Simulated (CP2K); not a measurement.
Two runs for the N K edge of aziridine. Run A: CP2K XAS_TDP, all-electron GAPW, PBEh(45%), aug-cc-pVDZ, TDA, no relativity. Run B differs in one setting.

First lines with a strength over 0.0015. A:

```csv
atom,energy (eV),states,"strength, one atom"
N3 (bonded to 2 C and H),398.04,1,0.0112
,398.87,1,0.0466
,398.99,1,0.0134
,399.51,2,0.0017
,400.43,1,0.0166
```

B:

```csv
atom,energy (eV),states,"strength, one atom"
N3 (bonded to 2 C and H),403.28,1,0.0110
,404.11,1,0.0460
,404.22,1,0.0132
,404.75,2,0.0017
,405.67,1,0.0164
```

Q: Which was it: the functional, scalar relativity switched on, GW2X switched on, the basis?

GW2X switched on. GW2X shifts an atom's lines together and keeps their spacings. Against PBEh(45%) in aug-cc-pVDZ, the leading line moves by +5.24 eV, to 404.11 eV.

[Banner, clock and machine lines of the logs are left out without a mark of their own.]

[Logs are printed without paths, hosts, clocks, repeated set-up lines and the standing remarks that a program may print on its own settings, such as how far it seeks lower states.]

[Hosts, paths, dates, database ids (printed as entryN), source tags and the programs' standing remarks are cut or masked in the printed files.]
